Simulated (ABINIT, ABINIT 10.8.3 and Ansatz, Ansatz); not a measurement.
**Excitons of BaMg2Sb2 (P-3m1): kernels and approximations**

Aim: the absorption spectrum of BaMg2Sb2 (P-3m1) with electron-hole interaction, and what each part of the kernel does.

Calculated with ABINIT 10.8.3 and Ansatz 0.2.0; LDA and many-body steps on it, plane waves.

## 1. The starting structure

It takes space group P-3m1 (No. 164, trigonal). The conventional cell has a = 4.770 Å, b = 4.770 Å, c = 8.100 Å, α = 90.00°, β = 90.00°, γ = 120.00°. Nearest to Ba lie 6 Sb at 3.51 Å. Mg has 4 Sb at 2.89 Å nearest. Sb has 4 Mg at 2.89 Å and 3 Ba at 3.51 Å nearest. Farther neighbours are not listed.

The cell and positions come from the Crystallography Open Database and are kept as given unless a step says otherwise. Spin-orbit coupling is left out unless a step names it.

## 2. Empty states on the mesh, 3×3×1 mesh, 126 bands

This step: ABINIT 10.8.3; DFT, LDA, plane waves, norm-conserving pseudopotentials.

The sums over transitions need many empty states on a uniform mesh; this step solves for them.

run.abi reads:

```
acell 3*1.0 Angstrom
rprim 
  4.770000000028 -0.000000000006 0.000000000000
  -2.385000000008 4.130941176079 0.000000000000
  0.000000000000 0.000000000000 8.100000000000
ntypat 3
znucl 56 12 51
natom 5
typat 1 2 2 3 3
xred 
  0.000000000000 0.000000000000 0.000000000000
  0.333333333333 0.666666666667 0.624700000000
  0.666666666667 0.333333333333 0.375300000000
  0.333333333333 0.666666666667 0.268000000000
  0.666666666667 0.333333333333 0.732000000000
pp_dirpath "pseudos"
pseudos "Ba.upf, Mg.upf, Sb.upf"
ecut 40
ngkpt 3 3 1
nshiftk 1
shiftk 0 0 0
kptopt 1
chksymbreak 0
iscf -2
irdden 1
istwfk *1
nband 126
nbdbuf 10
tolwfr 1e-09
nstep 60
prtvol 0
indata_prefix "in"
outdata_prefix "out"
tmpdata_prefix "tmp"
```

Command:

```bash
$ OMP_NUM_THREADS=1 mpirun -n 3 abinit run.abi > log
```

Numbers of over 12 decimals in the logs are rounded to 6 here.

What it wrote:

```text
.Version 10.8.3 of ABINIT. v10.8.2 released Aug 2026.

 Symmetries : space group P-3 m 1 (#164); Bravais hP (primitive hexag.)
[... echo of the input left out ...]
== DATASET  1 ==================================================================
-   mpi_nproc: 3, omp_nthreads: 1 (-1 if OMP is not activated)

--- !DatasetInfo
iteration_state: {dtset: 1, }
dimensions: {natom: 5, nkpt: 3, mband: 126, nsppol: 1, nspinor: 1, nspden: 1, mpw: 13038, }
cutoff_energies: {ecut:  40.0, pawecutdg:  -1.0, }
[...]
1.17368    1.17539    1.19481    1.20743    1.20823    1.20823    1.21149    1.21149
   1.23270    1.23676    1.23676    1.23992    1.26395    1.26395    1.28198    1.28198
   1.28818    1.28819    1.29326    1.30607    1.32216    1.32907
 prteigrs : prtvol=0 or 1, do not print more k-points.

== END DATASET(S) ==============================================================
================================================================================

 -outvars: echo values of variables after computation  --------
            nband         126
             nkpt           3
          spgroup         164
 [... the other variables as echoed above ...]

 Calculation completed.
```

Wall time 67 s (3 MPI ranks of Intel Xeon Platinum 8375C at 2.90GHz (Ice Lake), shared host); peak memory 0.43 GiB; 3.3 min of CPU time.

Numbers from this step:

```yaml
gap: 1.039 eV
k_of_the_valence_top: 0, 0, 0
k_of_the_conduction_bottom: 0.3333, 0, 0
least_direct_gap: 1.421 eV
k_points_computed: 3
lowest_point_of_the_top_converged_band_above_the_valence_top: 28.79 eV
```

On this mesh the gap is 1.039 eV.

The density comes from a self-consistent run that is not shown.

## 3. Screening, 3×3×1 mesh, 116 bands, screening to 98 eV

The RPA dielectric matrix is built and inverted for each q.

This step: RPA screening on LDA, plane waves, norm-conserving pseudopotentials.

Edit run.abi of step 2 so:

```diff
@@ -23,10 +23,11 @@
 chksymbreak 0
-iscf -2
-irdden 1
 istwfk *1
-nband 126
-nbdbuf 10
-tolwfr 1e-09
-nstep 60
-prtvol 0
+occopt 1
+irdwfk 1
+optdriver 3
+nband 116
+ecuteps 3.6
+inclvkb 2
+awtr 1
+symchi 1
 indata_prefix "in"
```

Command:

```bash
$ OMP_NUM_THREADS=1 mpirun -n 4 abinit run.abi > log
```

What it wrote:

```text
.Version 10.8.3 of ABINIT. v10.8.2 released Aug 2026.

 Symmetries : space group P-3 m 1 (#164); Bravais hP (primitive hexag.)
[... echo of the input left out ...]
== DATASET  1 ==================================================================
-   mpi_nproc: 4, omp_nthreads: 1 (-1 if OMP is not activated)

--- !DatasetInfo
iteration_state: {dtset: 1, }
dimensions: {natom: 5, nkpt: 3, mband: 116, nsppol: 1, nspinor: 1, nspden: 1, mpw: 13038, }
cutoff_energies: {ecut:  40.0, pawecutdg:  -1.0, }
[...]
--------------------------------------------------------------------------------
[... chi0 elements left out ...]
 For q-point:  0.000010 0.000020 0.000030
  dielectric constant =  18.5829
  dielectric constant without local fields =  21.0072

  Average fulfillment of the sum rule on Im[epsilon] for q-point    1 :     35.23  [%]
[... wings left out ...]
  q-point number  2        q = ( 0.333333, 0.000000, 0.000000) [r.l.u.]
--------------------------------------------------------------------------------
[... chi0 elements left out ...]
  Average fulfillment of the sum rule on Im[epsilon] for q-point    2 :     38.05  [%]

 [... 1 further q-points ...]
```

The job ended after 36 s (4 MPI ranks; peak memory 1.3 GiB).

This step gave:

```
ε∞ with local fields, on this mesh, along the program's q direction : 18.58
the same without local fields                                       : 21.01
plasma frequency                                                    : 25.62 eV
plane waves in the screening matrix                                 : 337
```

Local fields lower ε∞ by 12 %. On a Γ-centred mesh this coarse the value itself is usually too large, while a short band sum pulls it down.

## 4. Self-energy, 3×3×1 mesh, 116 bands, screening to 98 eV

The self-energy is evaluated for the states that the input lists, and the levels follow from it, in one-shot runs by the linearised quasiparticle equation.

This step: G0W0 on LDA, plane waves, norm-conserving pseudopotentials.

Edit run.abi of step 3 so:

```diff
@@ -26,8 +26,17 @@
 irdwfk 1
-optdriver 3
+optdriver 4
 nband 116
+gwcalctyp 0
+ecutsigx 40
+symsigma 1
+nkptgw 2
+kptgw 
+  0.0000000000 0.0000000000 0.0000000000
+  0.3333333333 0.0000000000 0.0000000000
+bdgw 
+  37 40
+  37 40
 ecuteps 3.6
-inclvkb 2
-awtr 1
-symchi 1
+irdscr 1
+ppmodel 1
 indata_prefix "in"
```

What it wrote:

```text
.Version 10.8.3 of ABINIT. v10.8.2 released Aug 2026.

 Symmetries : space group P-3 m 1 (#164); Bravais hP (primitive hexag.)
[... echo of the input left out ...]
== DATASET  1 ==================================================================
-   mpi_nproc: 4, omp_nthreads: 1 (-1 if OMP is not activated)

--- !DatasetInfo
iteration_state: {dtset: 1, }
dimensions: {natom: 5, nkpt: 3, mband: 116, nsppol: 1, nspinor: 1, nspden: 1, mpw: 13038, }
cutoff_energies: {ecut:  40.0, pawecutdg:  -1.0, }
[...]
Band     E0 <VxcDFT>   SigX SigC(E0)      Z dSigC/dE  Sig(E)    E-E0       E
[...]
39   5.993  -8.679  -4.751  -3.317   0.793  -0.261  -8.195   0.484   6.477
       40   7.510  -9.483  -4.982  -3.643   0.789  -0.268  -8.806   0.677   8.186

== END DATASET(S) ==============================================================
================================================================================

 -outvars: echo values of variables after computation  --------
           etotal      0.0000000000E+00
            nband         116
             nkpt           3
          spgroup         164
 [... the other variables as echoed above ...]

 Calculation completed.
```

Wall time 12 s (4 MPI ranks); peak memory 1.1 GiB; 48 s of CPU time.

Numbers from this step:

| Item | Value |
| --- | --- |
| G0W0 gap on the points computed | 1.316 eV |
| starting gap on the mesh | 1.039 eV |
| k of the valence top | 0, 0, 0 |
| k of the conduction bottom | 0.3333, 0, 0 |
| least direct G0W0 gap on the computed points | 1.929 eV |

The gap on the mesh goes from 1.04 eV to 1.32 eV, a correction of +0.28 eV.

The gap opens by 0.277 eV; the next steps shift the empty bands rigidly by 0.277 eV. The least direct G0W0 gap is 1.929 eV, so this shift leaves the direct transitions −0.23 eV off.

## 5. Excitons

Optical absorption needs the electron-hole interaction, solved here in a basis of vertical transitions on the mesh.

This step: Bethe-Salpeter equation on LDA with a scissors shift, plane waves, norm-conserving pseudopotentials.

Edit run.abi of step 4 so:

```diff
@@ -26,17 +26,17 @@
 irdwfk 1
-optdriver 4
-nband 116
-gwcalctyp 0
-ecutsigx 40
-symsigma 1
-nkptgw 2
-kptgw 
-  0.0000000000 0.0000000000 0.0000000000
-  0.3333333333 0.0000000000 0.0000000000
-bdgw 
-  37 40
-  37 40
+optdriver 99
+bs_calctype 1
+mbpt_sciss 0.277 eV
+bs_loband 33
+nband 49
+bs_exchange_term 1
+bs_coulomb_term 11
+bs_coupling 0
+bs_algorithm 1
+bs_freq_mesh 0 8 0.05 eV
+zcut 0.15 eV
 ecuteps 3.6
+ecutwfn 20
+inclvkb 2
 irdscr 1
-ppmodel 1
 indata_prefix "in"
```

What it wrote:

```text
.Version 10.8.3 of ABINIT. v10.8.2 released Aug 2026.

 Symmetries : space group P-3 m 1 (#164); Bravais hP (primitive hexag.)
[... echo of the input left out ...]
== DATASET  1 ==================================================================
-   mpi_nproc: 4, omp_nthreads: 1 (-1 if OMP is not activated)

--- !DatasetInfo
iteration_state: {dtset: 1, }
dimensions: {natom: 5, nkpt: 3, mband: 49, nsppol: 1, nspinor: 1, nspden: 1, mpw: 4617, }
cutoff_energies: {ecut:  20.0, pawecutdg:  -1.0, }
electrons: {nelect:   7.60000000E+01, charge:   0.00000000E+00, occopt:   1.00000000E+00, tsmear:   1.00000000E-02, }

 Exciton: Calculation of dielectric properties by solving the Bethe-Salpeter equation
 in frequency domain and reciprocal space on a transitions basis set.
 Based on a program developed by L. Reining, V. Olevano, F. Sottile,
 S. Albrecht, and G. Onida. Incorporated in ABINIT by M. Giantomassi.

.Using double precision arithmetic ; gwpc =  8

[... cell and pseudopotentials left out ...]
--------------------------------------------------------------------------------

 ==== K-mesh for the wavefunctions ====
 Number of points in the irreducible wedge :     3
[... list of points left out ...]
 Together with 12 symmetry operations and time-reversal symmetry
 yields     9 points in the full Brillouin Zone.

 ==== Q-mesh for the screening function ====
 Number of points in the irreducible wedge :     3
[... list of points left out ...]
 Together with 12 symmetry operations and time-reversal symmetry
 yields     9 points in the full Brillouin Zone.

 vcoul_init : cutoff-mode = AUXILIARY_FUNCTION
 q-points for optical limit:   1
     1)      0.000010    0.000020    0.000030
 setmesh: FFT mesh size selected  =    24x   24x   45
          total number of points  =        25920

 ==== Fundamental parameters for the solution of the Bethe-Salpeter equation: ====
 Algorithm: Direct diagonalization.
 Dimension of the v, W matrices,  npweps  = 337
 Cutoff for the wavefunctions,    npwwfn  = 4549
 Number of k-points in the IBZ,   nkibz   = 3
 Highest empty band included,     nband   = 49
 === Spin UP ===
 Number of resonant transitions          594
 Lowest occupied state                   33
 Highest occupied state                  38
 Lowest unoccupied state                 39
 Highest unoccupied state                49
 Minimum frequency [eV]           Emin    =   0.00
 Maximum frequency [eV]           Emax    =   8.00
 Frequency step [eV]              dE      =   0.05
 Lorentzian broadening [eV]       eta     =   0.15
 RPA L0 with KS energies and KS wavefunctions
 Scissors operator energy [eV] =          0.28
 Local fields effects (v term) included
 Excitonic effects (W term) included
 Full W_GG' included
 W is read from an external SCR file
 Resonant-only calculation (Hermitian case)

 Calculating epsilon_Macro(q-->0,w), along the following directions:
 q = (  1.242419  0.000000  0.000000) [r.l.u.]
 q = (  0.000000  1.242419  0.000000) [r.l.u.]
 q = (  0.000000  0.000000  2.436150) [r.l.u.]
 q = (  1.434622 -0.717311  0.000000) [r.l.u.]
 q = ( -0.000000  1.242419  0.000000) [r.l.u.]
 q = (  0.000000  0.000000  2.436150) [r.l.u.]
 Number of electrons calculated from density =   75.7217; Expected =   76.0000
 average of density, n =  0.070303
 r_s =    1.5031
 omega_plasma =   25.5765 [eV]

. Writing resonant excitonic Hamiltonian on file out_BSR; file size=   0.00 [Gb].
 Direct diagonalization of the resonant excitonic Hamiltonian, Matrix size= 594
. Using LAPACK sequential version.
 Excitonic eigenvalues in eV up to n=   32
   1.55657   1.55659   1.57735   1.57735   1.58356   1.67536   1.94431   1.98310
   1.98311   2.05924   2.05924   2.06806   2.16061   2.16062   2.20442   2.20443
   2.21534   2.21535   2.23053   2.25133   2.30236   2.35537   2.36956   2.36958
   2.47830   2.47832   2.48054   2.55260   2.55262   2.60806   2.60807   2.76913

 First excitonic eigenvalue=    1.56 [eV]
 Last  excitonic eigenvalue=   14.31 [eV]

 GW  direct gap       1.70  0.00 [eV]
 EXC direct gap       1.56  0.00 [eV]
 EXC binding energy   0.14  0.00 [eV]

 Excitonic eigenvalues up to the GW energy gap [eV]
  1 (  1.56  0.00)
  2 (  1.56  0.00)
  3 (  1.58  0.00)
  4 (  1.58  0.00)
  5 (  1.58  0.00)
  6 (  1.68  0.00)

 Macroscopic dielectric function:
 omega [eV] <KS_RPA_nlf>  <GW_RPA_nlf>  <BSE>
   0.0000  20.1325   0.0000  17.9760   0.0000  20.0205   0.0000
   0.0500  20.1442   0.0723  17.9836   0.0466  20.0315   0.0681
   0.1000  20.1792   0.1455  18.0064   0.0935  20.0647   0.1369
   0.1500  20.2381   0.2201  18.0446   0.1411  20.1203   0.2070
   0.2000  20.3213   0.2973  18.0984   0.1898  20.1989   0.2791
   0.2500  20.4298   0.3777  18.1683   0.2400  20.3011   0.3539
   0.3000  20.5646   0.4625  18.2547   0.2920  20.4279   0.4322
   0.3500  20.7273   0.5529  18.3584   0.3464  20.5805   0.5151
   0.4000  20.9197   0.6502  18.4801   0.4037  20.7605   0.6035
   0.4500  21.1440   0.7562  18.6208   0.4645  20.9697   0.6986

 Writing KS-RPA macroscopic dielectric function without local fields to file: out_RPA_NLF_MDF
 Writing GW-RPA macroscopic dielectric function without local fields to file: out_GW_NLF_MDF
 Writing EXC Macroscopic dielectric function to file: out_EXC_MDF

== END DATASET(S) ==============================================================
================================================================================

 -outvars: echo values of variables after computation  --------
           etotal      0.0000000000E+00
            nband          49
             nkpt           3
          spgroup         164
 [... the other variables as echoed above ...]

 Calculation completed.
```

Wall time 24 s (4 MPI ranks); peak memory 0.54 GiB; 97 s of CPU time.

This step gave:

* direct gap of the transition levels: 1.698 eV
* transitions in the window: 594
* first strong exciton (over a fiftieth of the strongest listed): 1.557 eV
* lowest state: 1.557 eV
* binding of the lowest state below the direct gap: 0.1415 eV
* Coulomb term of one mesh cell: 0.1950 eV

The binding is 0.73 times the screened Coulomb term of one mesh cell (0.20 eV), so it is not shown settled.

The lowest state lies at 1.557 eV, 0.141 eV under the direct gap.

Lines within 3 meV are set at the lowest of them, and the highest group, which the list may cut short, is left out. Lines of the exciton spectrum (strongest = 100):

```tsv
position (eV)	lines merged	oscillator strength, relative
1.557	2	100
1.577	2	1.1
1.584	1	95
1.675	1	0.0
1.944	1	0.0
1.983	2	0.0
2.059	2	92
2.068	1	0.0
2.161	2	0.0
```

The ε₂ has structure finer than the step of the table below, so its rows give means over 0.25 eV, whole bins alone (the curve runs from 0 to 7.95 eV). Peaks (eV: height): BSE 1.550: 38.4, 2.350: 33.1, 4.650: 15.3; no electron-hole interaction 1.700: 31.0, 2.550: 38.5, 4.800: 18.0; Kohn-Sham, no shift 1.450: 31.5, 2.300: 38.3, 4.500: 17.9.

Mean over the three Cartesian directions of q; broadening 0.15 eV; transition window only. Limits: finite bands, cutoff and mesh; no spin-orbit coupling; coarse k mesh; exciton not shown settled in the k mesh. The ε₂ by photon energy; means over each step:

```tsv
photon energy (eV)	BSE	no electron-hole interaction	Kohn-Sham, no shift
0.25	0.358	0.242	0.383
0.50	0.815	0.536	0.890
0.75	1.56	0.968	1.79
1.00	3.17	1.76	4.10
1.25	8.67	3.78	14.3
1.50	29.7	12.4	25.6
1.75	23.3	26.4	14.5
2.00	25.8	14.7	21.6
2.25	32.5	20.4	34.4
2.50	21.4	33.7	24.8
2.75	12.7	26.5	14.0
3.00	11.0	14.9	12.1
3.25	11.9	12.2	10.1
3.50	10.2	9.95	12.0
3.75	8.03	12.1	9.54
4.00	8.89	9.56	11.1
4.25	10.1	11.1	14.4
4.50	12.7	13.8	17.2
4.75	13.0	17.3	10.8
5.00	7.14	11.6	7.12
5.25	5.10	7.37	5.73
5.50	5.00	5.84	3.68
5.75	3.56	3.91	2.35
6.00	2.17	2.45	2.31
6.25	2.58	2.23	3.70
6.50	3.46	3.59	2.94
6.75	2.22	3.14	1.84
7.00	2.29	1.88	2.19
7.25	2.92	2.12	2.16
7.50	2.53	2.25	1.13
7.75	1.23	1.23	0.570
```

## 6. Triplet (no exchange term)

Edit run.abi of step 5 so:

```diff
@@ -29,5 +29,5 @@
 mbpt_sciss 0.277 eV
-bs_loband 33
-nband 49
-bs_exchange_term 1
+bs_loband 34
+nband 47
+bs_exchange_term 0
 bs_coulomb_term 11
@@ -35,3 +35,3 @@
 bs_algorithm 1
-bs_freq_mesh 0 8 0.05 eV
+bs_freq_mesh 0 6 0.05 eV
 zcut 0.15 eV
```

What it wrote:

```text
.Version 10.8.3 of ABINIT. v10.8.2 released Aug 2026.

 Symmetries : space group P-3 m 1 (#164); Bravais hP (primitive hexag.)
[... echo of the input left out ...]
== DATASET  1 ==================================================================
-   mpi_nproc: 4, omp_nthreads: 1 (-1 if OMP is not activated)

--- !DatasetInfo
iteration_state: {dtset: 1, }
dimensions: {natom: 5, nkpt: 3, mband: 47, nsppol: 1, nspinor: 1, nspden: 1, mpw: 4617, }
cutoff_energies: {ecut:  20.0, pawecutdg:  -1.0, }
electrons: {nelect:   7.60000000E+01, charge:   0.00000000E+00, occopt:   1.00000000E+00, tsmear:   1.00000000E-02, }

 Exciton: Calculation of dielectric properties by solving the Bethe-Salpeter equation
 in frequency domain and reciprocal space on a transitions basis set.
 Based on a program developed by L. Reining, V. Olevano, F. Sottile,
 S. Albrecht, and G. Onida. Incorporated in ABINIT by M. Giantomassi.

.Using double precision arithmetic ; gwpc =  8

[... cell and pseudopotentials left out ...]
--------------------------------------------------------------------------------

 ==== K-mesh for the wavefunctions ====
 Number of points in the irreducible wedge :     3
[... list of points left out ...]
 Together with 12 symmetry operations and time-reversal symmetry
 yields     9 points in the full Brillouin Zone.

 ==== Q-mesh for the screening function ====
 Number of points in the irreducible wedge :     3
[... list of points left out ...]
 Together with 12 symmetry operations and time-reversal symmetry
 yields     9 points in the full Brillouin Zone.

 vcoul_init : cutoff-mode = AUXILIARY_FUNCTION
 q-points for optical limit:   1
     1)      0.000010    0.000020    0.000030
 setmesh: FFT mesh size selected  =    24x   24x   45
[...]
average of density, n =  0.070303
 r_s =    1.5031
 omega_plasma =   25.5765 [eV]

. Writing resonant excitonic Hamiltonian on file out_BSR; file size=   0.00 [Gb].
 Direct diagonalization of the resonant excitonic Hamiltonian, Matrix size= 405
. Using LAPACK sequential version.
 Excitonic eigenvalues in eV up to n=   32
   1.51967   1.51969   1.53394   1.53407   1.54470   1.58600   1.89359   1.89427
   1.90667   2.00221   2.00264   2.05554   2.11052   2.11174   2.11409   2.11418
   2.17935   2.17941   2.19240   2.19260   2.28498   2.31457   2.31513   2.32158
   2.45221   2.45228   2.47661   2.51156   2.51158   2.58401   2.58408   2.74184

 First excitonic eigenvalue=    1.52 [eV]
 Last  excitonic eigenvalue=    9.27 [eV]

 GW  direct gap       1.70  0.00 [eV]
 EXC direct gap       1.52  0.00 [eV]
 EXC binding energy   0.18  0.00 [eV]

 Excitonic eigenvalues up to the GW energy gap [eV]
  1 (  1.52  0.00)
  2 (  1.52  0.00)
  3 (  1.53  0.00)
  4 (  1.53  0.00)
  5 (  1.54  0.00)
  6 (  1.59  0.00)

 Macroscopic dielectric function:
 omega [eV] <KS_RPA_nlf>  <GW_RPA_nlf>  <BSE>
   0.0000  19.9696   0.0000  17.8195   0.0000  21.6372   0.0000
   0.0500  19.9813   0.0723  17.8270   0.0465  21.6503   0.0807
   0.1000  20.0163   0.1454  17.8498   0.0934  21.6895   0.1623
[...]
0.4000  20.7562   0.6498  18.3231   0.4033  22.5147   0.7177
   0.4500  20.9804   0.7557  18.4636   0.4641  22.7632   0.8318

 Writing KS-RPA macroscopic dielectric function without local fields to file: out_RPA_NLF_MDF
 Writing GW-RPA macroscopic dielectric function without local fields to file: out_GW_NLF_MDF
 Writing EXC Macroscopic dielectric function to file: out_EXC_MDF

== END DATASET(S) ==============================================================
================================================================================

 -outvars: echo values of variables after computation  --------
           etotal      0.0000000000E+00
            nband          47
             nkpt           3
          spgroup         164
 [... the other variables as echoed above ...]

 Calculation completed.
```

Run time: 15 s. Hardware: 4 MPI ranks; peak memory 0.54 GiB.

The lowest triplet lies at 1.520 eV; triplets are dark, so no spectrum is read.

(Continued in part 2 of 3.)

[Paths, hosts, dates, memory and timing lines, banners, echoed tables and standing remarks are left out of the program output.]

[Logs are printed without paths, hosts, clocks, repeated set-up lines and the standing remarks that a program may print on its own settings, such as how far it seeks lower states.]

[Runs of the session that timed out or met a known fault of the program may be left out.]

[No measured gap is set beside runs whose start may be inverted or whose files or cutoffs have a known fault.]

[Hosts, paths, dates, database ids (printed as entryN), source tags and the programs' standing remarks are cut or masked in the printed files.]

[G0W0 gaps are taken among the corrected bands and points alone; a level outside them can change the order at an edge.]

[Where Ansatz stands beside ABINIT at settings called matched, ABINIT's density can come from a denser mesh and the files from another edition; pairs whose starting gaps differed by over 0.03 eV were left out, so agreement reads better than it is.]
